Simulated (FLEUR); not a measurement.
# Magnetic state of Cr2O3 (Eskolaite) from several starts

Aim: find out whether Cr2O3 (Eskolaite) carries moments, and which collinear order costs least.

Calculated with FLEUR MaX-R8.1; PBE with U = 3.5 eV on Cr d; all-electron FLAPW, Dirac cores, scalar-relativistic bands.

### Step 1. The starting structure

Symmetry: R-3c, No. 167, trigonal system. The conventional cell has a = 4.957 Å, b = 4.957 Å, c = 13.592 Å, α = 90.00°, β = 90.00°, γ = 120.00°. Nearest to Cr lie 6 O at 1.96 to 2.01 Å. Nearest to O lie 4 Cr at 1.96 to 2.01 Å. Farther neighbours and most contacts between anions are not listed.

Coordinates:

```cif
data_structure
_symmetry_space_group_name_H-M 'R-3c:H'
_symmetry_Int_Tables_number 167
_cell_length_a 4.9570
_cell_length_b 4.9570
_cell_length_c 13.5923
_cell_angle_alpha 90.000
_cell_angle_beta 90.000
_cell_angle_gamma 120.000
_cell_volume 289.24
loop_
_atom_site_label
_atom_site_type_symbol
_atom_site_symmetry_multiplicity
_atom_site_Wyckoff_symbol
_atom_site_fract_x
_atom_site_fract_y
_atom_site_fract_z
_atom_site_occupancy
Cr1 Cr 12 c 0.66667 0.33333 0.18081 1
O1 O 18 e 0.63913 0.66667 0.41667 1
```

### Step 2. Run 1 (ferro ++++)

The parallel start is the test of whether parallel moments hold. A Hubbard U acts on the open shell, since semilocal functionals spread its electrons too much.

inpgen writes inp.xml from crystal.txt; cutoffs, mixing, functional, smearing and local orbitals are then set in the file. The k list default-1 (kpts.xml, not shown) is a Γ-centred 6×6×6 mesh; where the ranks do not divide the number of points, some are split in two of half the weight.

Input file inp.xml:

```
<?xml version="1.0" encoding="UTF-8" standalone="no"?>
<fleurInput fleurInputVersion="0.39">
   <comment>
      Cr2O3
   </comment>
   <calculationSetup>
      <cutoffs Kmax="4.4" Gmax="13.2" GmaxXC="13.2" numbands="0"/>
      <scfLoop itmax="120" minDistance="0.0001" maxIterBroyd="15" imix="Anderson" alpha="0.05" precondParam="0.0" spinf="2.0" sdNocoIR="T"/>
      <coreElectrons ctail="T" frcor="F" kcrel="0" coretail_lmax="0"/>
      <xcFunctional name="pbe" relativisticCorrections="F"/>
      <magnetism jspins="2"/>
      <soc l_soc="F" theta="0.0" phi="0.0" spav="F"/>
      <expertModes spex="0" secvar="F"/>
      <geometryOptimization l_f="F" forcealpha="1.0" forcemix="BFGS" epsdisp="0.00001" epsforce="0.00001"/>
      <ldaU l_linMix="F" mixParam="0.05" spinf="1.0"/>
   </calculationSetup>
   <cell>
      <bzIntegration valenceElectrons="92.0" mode="hist" fermiSmearingEnergy="0.00183747">
         <kPointListSelection listName="default-1"/>
         <xi:include xmlns:xi="http://www.w3.org/2001/XInclude" href="kpts.xml"> </xi:include>
      </bzIntegration>
      <xi:include xmlns:xi="http://www.w3.org/2001/XInclude" href="sym.xml"> </xi:include>
      <bulkLattice scale="1.0">
         <bravaisMatrix>
            <row-1>    4.6836861998399968     2.7041274882730848     8.5619081345298511</row-1>
            <row-2>   -4.6836861998399968     2.7041274882730848     8.5619081345298511</row-2>
            <row-3>    0.0000000000000000    -5.4082549765650665     8.5619081345298511</row-3>
         </bravaisMatrix>
      </bulkLattice>
   </cell>
   <atomSpecies>
      <species name="Chromium (3.000" element="Cr" atomicNumber="24">
         <mtSphere radius="2.31" gridPoints="763" logIncrement="0.016"/>
         <atomicCutoffs lmax="8" lnonsphr="6"/>
         <electronConfig flipSpins="F">
            <coreConfig>(1s1/2) (2s1/2) (2p1/2) (2p3/2)</coreConfig>
            <valenceConfig>(3s1/2) (3p1/2) (3p3/2) (4s1/2) (3d3/2) (3d5/2)</valenceConfig>
            <stateOccupation state="(4s1/2)" spinUp="0.5" spinDown="0.5"/>
            <stateOccupation state="(3d3/2)" spinUp="1.0" spinDown="1.0"/>
            <stateOccupation state="(3d5/2)" spinUp="3.0" spinDown="0.0"/>
         </electronConfig>
         <energyParameters s="4" p="4" d="3" f="4"/>
         <ldaU l="2" U="3.5" J="0.0" l_amf="F"/>
         <lo type="SCLO" l="0" n="3" eDeriv="0"/>
         <lo type="SCLO" l="1" n="3" eDeriv="0"/>
      </species>
      <species name="Oxygen (O)" element="O" atomicNumber="8">
         <mtSphere radius="1.31" gridPoints="433" logIncrement="0.024"/>
         <atomicCutoffs lmax="6" lnonsphr="4"/>
         <electronConfig flipSpins="F">
            <coreConfig>(1s1/2)</coreConfig>
            <valenceConfig>(2s1/2) (2p1/2) (2p3/2)</valenceConfig>
            <stateOccupation state="(2p1/2)" spinUp="0.666667" spinDown="0.666667"/>
            <stateOccupation state="(2p3/2)" spinUp="1.333333" spinDown="1.333333"/>
         </electronConfig>
         <energyParameters s="2" p="2" d="3" f="4"/>
      </species>
   </atomSpecies>
   <atomGroups>
      <atomGroup species="Chromium (3.000">
         <relPos label="                   1">.3474800000 .3474800000 .3474800000</relPos>
         <relPos label="                   2">.1525200000 .1525200000 .1525200000</relPos>
         <relPos label="                   3">-.3474800000 -.3474800000 -.3474800000</relPos>
         <relPos label="                   4">-.1525200000 -.1525200000 -.1525200000</relPos>
         <force calculate="T" relaxXYZ="TTT"/>
      </atomGroup>
      <atomGroup species="Oxygen (O)">
         <relPos label="                   5">-.4442000000 -.0558000000 1.000/4.000</relPos>
         <relPos label="                   6">1.000/4.000 -.4442000000 -.0558000000</relPos>
         <relPos label="                   7">-.0558000000 1.000/4.000 -.4442000000</relPos>
         <relPos label="                   8">.4442000000 .0558000000 -1.000/4.000</relPos>
         <relPos label="                   9">-1.000/4.000 .4442000000 .0558000000</relPos>
         <relPos label="                  10">.0558000000 -1.000/4.000 .4442000000</relPos>
         <force calculate="T" relaxXYZ="TTT"/>
      </atomGroup>
   </atomGroups>
   <output dos="F" band="F" slice="F">
      <bandDOS minEnergy="-.5*Htr" maxEnergy="0.5*Htr" sigma="0.015" storeEVData="T"/>
      <plotting iplot="0" polar="F">
         <plot TwoD="T" vec1="  1.0  0.0  0.0" vec2="  0.0  1.0  0.0" vec3="  0.0  0.0  1.0" zero="  0.0  0.0  0.0" file="plot"/>
      </plotting>
      <moessbauerParams electricFieldGradient="F" isomerShift="F" coreHyperfine="F" valenceHyperfine="F"/>
   </output>
</fleurInput>
```

Input file crystal.txt:

```
Cr2O3
&input film=F cartesian=F /
2.47850000001  1.43096264219  4.53076666670
-2.47850000001  1.43096264219  4.53076666670
0.00000000000  -2.86192528439  4.53076666670
1.8897261246
1.0 1.0 1.0

10
24 0.34748000000  0.34748000000  0.34748000000 : 3.000
24 0.15252000000  0.15252000000  0.15252000000 : 3.000
24 0.65252000000  0.65252000000  0.65252000000 : 3.000
24 0.84748000000  0.84748000000  0.84748000000 : 3.000
8 0.55580000000  0.94420000000  0.25000000000
8 0.25000000000  0.55580000000  0.94420000000
8 0.94420000000  0.25000000000  0.55580000000
8 0.44420000000  0.05580000000  0.75000000000
8 0.75000000000  0.44420000000  0.05580000000
8 0.05580000000  0.75000000000  0.44420000000

&kpt div1=6 div2=6 div3=6 gamma=T /
```

Started as:

```bash
OMP_NUM_THREADS=1 inpgen -f crystal.txt > inpgen.log  # inp.xml is then edited as shown
OMP_NUM_THREADS=1 mpirun -n 4 fleur_MPI > fleur.log
```

Log:

```text
Welcome to FLEUR        (www.flapw.de)
      MaX-Release 8.1          (www.max-centre.eu)

 ========== k-point set info ==========
 Selected k-point list: default-1
 k-point list type: mesh
 6 x 6 x 6
 Number of k points: 32

 ------------Calculation Setup---------------------------
 Number of MPI-tasks      :            4
 Number of PE/node        :            4
 Number of OMP-threads    :            1
 k-points in parallel     :            4
 pe's per k-point         :            1
 No of k-point loops      :            8
 Eigenvalue solver        :       lapack
 Number of basis functions:         1044
 Approximate size of matrices (H+S) per k-point:         0.016 GB
 --------------------------------------------------------
 no density matrix found ... skipping LDA+U
 Reset of history
 Iteration:     1   Distance:      45.42457172 me/bohr^3
 Iteration:     2   Distance:      40.35639706 me/bohr^3
 Iteration:     3   Distance:      34.84638474 me/bohr^3
 Iteration:     4   Distance:      17.58648177 me/bohr^3
 Iteration:     5   Distance:      24.55683105 me/bohr^3
 Iteration:     6   Distance:       3.02129643 me/bohr^3
 Iteration:     7   Distance:       2.85235105 me/bohr^3
 Iteration:     8   Distance:       0.48069031 me/bohr^3
 Iteration:     9   Distance:       0.27524238 me/bohr^3
 Iteration:    10   Distance:       0.13275875 me/bohr^3
 Iteration:    11   Distance:       0.08312703 me/bohr^3
 Iteration:    12   Distance:       0.06810817 me/bohr^3
 Iteration:    13   Distance:       0.02328173 me/bohr^3
 Iteration:    14   Distance:       0.01624843 me/bohr^3
 Iteration:    15   Distance:       0.01141164 me/bohr^3
 Iteration:    16   Distance:       0.00315210 me/bohr^3
 Iteration:    17   Distance:       0.00301309 me/bohr^3
 Iteration:    18   Distance:       0.00108892 me/bohr^3
 Iteration:    19   Distance:       0.00047169 me/bohr^3
 Iteration:    20   Distance:       0.00028757 me/bohr^3
 Iteration:    21   Distance:       0.00010727 me/bohr^3
 Iteration:    22   Distance:       0.00009718 me/bohr^3

 ********************************************************************
 Run finished successfully
 Stop message:
   all done
 ********************************************************************

--- out.xml (last complete iteration) ---
<iteration numberForCurrentRun="   22" overallNumber="   22">
         [... left out ...]
         <bandgap value="2.8135133223" units="eV"/>
         <sumValenceSingleParticleEnergies value="-44.6732901208" units="Htr"/>
         <FermiEnergy value="0.2911708450" units="Htr"/>
         <valenceDensity>
            <mtCharges spin="1">
               <mtCharge atomType="1" total="7.7866428" s="1.1418632" p="3.1921985" d="3.3727823" f="0.0582281"/>
               <mtCharge atomType="2" total="2.0844763" s="0.6415880" p="1.4388237" d="0.0035317" f="0.0004508"/>
            </mtCharges>
            <mtCharges spin="2">
               <mtCharge atomType="1" total="4.8835609" s="1.1206666" p="3.1698323" d="0.5162837" f="0.0545417"/>
               <mtCharge atomType="2" total="2.1037390" s="0.6444967" p="1.4580357" d="0.0010258" f="0.0001482"/>
            </mtCharges>
            <spinDependentCharge spin="1" total="52.0000000" interstitial="8.3465712" mtSpheres="43.6534288"/>
            <spinDependentCharge spin="2" total="40.0000000" interstitial="7.8433226" mtSpheres="32.1566774"/>
            <totalCharge value="92.0000000000"/>
         </valenceDensity>
         [... left out ...]
         <allElectronCharges>
            <spinDependentCharge spin="1" total="78.0000000" interstitial="8.3465802" mtSpheres="69.6534198"/>
            <spinDependentCharge spin="2" total="66.0000000" interstitial="7.8433316" mtSpheres="58.1566684"/>
            <totalCharge value="143.9999999921"/>
         </allElectronCharges>
         <magneticMomentsInMTSpheres units="muBohr">
            <globalMagMoment atomType="1" vec="0.00000   0.00000   2.90308"/>
            <localMagMoment atomType="1" vec="0.00000   0.00000   2.90308"/>
            <globalMagMoment atomType="2" vec="0.00000   0.00000  -0.01926"/>
            <localMagMoment atomType="2" vec="0.00000   0.00000  -0.01926"/>
         </magneticMomentsInMTSpheres>
         <moessbauerParams unitsHFF="kG" unitsIS="e/bohr^3" unitsEFG="Htr/bohr^2">
         </moessbauerParams>
         <totalEnergy value="    -4654.9715471736" units="Htr">
            <sumOfEigenvalues value="    -2667.6500813247">
               <coreElectrons value="-2622.9767912039"/>
               <valenceElectrons value="-44.6732901208"/>
            </sumOfEigenvalues>
            <densityCoulombPotentialIntegral value="-7050.6061276954"/>
            <densityEffectivePotentialIntegral value="-7370.1876448237"/>
            <chargeDenXCDenIntegral value="-246.8209600846"/>
            <FockExchangeEnergyValence value="0.0000000000"/>
            <FockExchangeEnergyCore value="0.0000000000"/>
            <atomTypeDependentContributions atomType="1">
               <electronNucleiInteractionDifferentMTs value="4997.8810437013"/>
               <MadelungTerm value="-39.9280557764"/>
            </atomTypeDependentContributions>
            <atomTypeDependentContributions atomType="2">
               <electronNucleiInteractionDifferentMTs value="512.7077565949"/>
               <MadelungTerm value="-35.5998933017"/>
            </atomTypeDependentContributions>
            <dftUCorrection value="-0.7316626340"/>
            <tkbTimesEntropy value="0.0000000000"/>
            <freeEnergy value="-4654.9715471736"/>
            <extrapolationTo0K value="-4654.9715471736"/>
         </totalEnergy>
         <ldaUDensityMatrix>
            <densityMatrixFor spin="1" atomType="1" uIndex="1" l="2" U="3.50000000" J="0.00000000">
               (+0.71812,+0.00000) (+0.00000,+0.00000) (+0.00000,+0.00000) (-0.29325,-0.06007) (+0.00000,+0.00000)
               (+0.00000,+0.00000) (+0.50016,+0.00000) (+0.00000,+0.00000) (+0.00000,+0.00000) (+0.29325,+0.06007)
               (+0.00000,+0.00000) (+0.00000,+0.00000) (+0.93621,+0.00000) (+0.00000,+0.00000) (+0.00000,+0.00000)
               (-0.29325,+0.06007) (+0.00000,+0.00000) (+0.00000,+0.00000) (+0.50016,+0.00000) (+0.00000,+0.00000)
               (+0.00000,+0.00000) (+0.29325,-0.06007) (+0.00000,+0.00000) (+0.00000,+0.00000) (+0.71812,+0.00000)
            </densityMatrixFor>
            <densityMatrixFor spin="2" atomType="1" uIndex="1" l="2" U="3.50000000" J="0.00000000">
               (+0.09387,+0.00000) (+0.00000,+0.00000) (+0.00000,+0.00000) (+0.06799,+0.01173) (+0.00000,+0.00000)
               (+0.00000,+0.00000) (+0.13823,+0.00000) (+0.00000,+0.00000) (+0.00000,+0.00000) (-0.06799,-0.01173)
               (+0.00000,+0.00000) (+0.00000,+0.00000) (+0.05209,+0.00000) (+0.00000,+0.00000) (+0.00000,+0.00000)
               (+0.06799,-0.01173) (+0.00000,+0.00000) (+0.00000,+0.00000) (+0.13823,+0.00000) (+0.00000,+0.00000)
               (+0.00000,+0.00000) (-0.06799,+0.01173) (+0.00000,+0.00000) (+0.00000,+0.00000) (+0.09387,+0.00000)
            </densityMatrixFor>
         </ldaUDensityMatrix>
         <ldaUDensityMatrixConvergence>
            <distance spin="1" distance="0.000004"/>
            <distance spin="2" distance="0.000002"/>
         </ldaUDensityMatrixConvergence>
         <densityConvergence units="me/bohr^3">
            <chargeDensity spin="1" distance="0.0000750358"/>
            <chargeDensity spin="2" distance="0.0000545427"/>
            <overallChargeDensity distance="0.0000971809"/>
            <spinDensity distance="0.0000881274"/>
         </densityConvergence>
      </iteration>
```

The job ended after 2.2 min (4 MPI ranks of Intel Xeon Platinum 8375C at 2.90GHz (Ice Lake), shared host; peak memory 0.45 GiB; 8.7 min of CPU time).

Spin moment in the muffin-tin sphere by atom:

| atom | spin moment in the muffin-tin sphere (μB) |
| --- | --- |
| Cr1 | 2.90 |
| Cr2 | 2.90 |
| Cr3 | 2.90 |
| Cr4 | 2.90 |
| O5 | -0.02 |
| O6 | -0.02 |
| O7 | -0.02 |
| O8 | -0.02 |
| O9 | -0.02 |
| O10 | -0.02 |

Numbers from this step:

```yaml
free_energy: -126668.2287 eV
program_s_band_gap_on_this_mesh_in_a_metal_only_a_level_spacing: 2.814 eV
magnetization: 12 μB
final_state: ferromagnetic
```

After 22 cycles the largest moment stands at 2.90 μB.

[end of part 1 of 3]

[Logs and program files are shortened in this print: banners, set-up blocks, solver, clock and traceback lines can be left out without a mark of their own.]

[Logs are printed without paths, hosts, clocks, repeated set-up lines and the standing remarks that a program may print on its own settings, such as how far it seeks lower states.]

[Hosts, paths, dates, database ids (printed as entryN), source tags and the programs' standing remarks are cut or masked in the printed files.]

[Where a cell is said to come from a database of computed structures, the database is the Materials Project.]
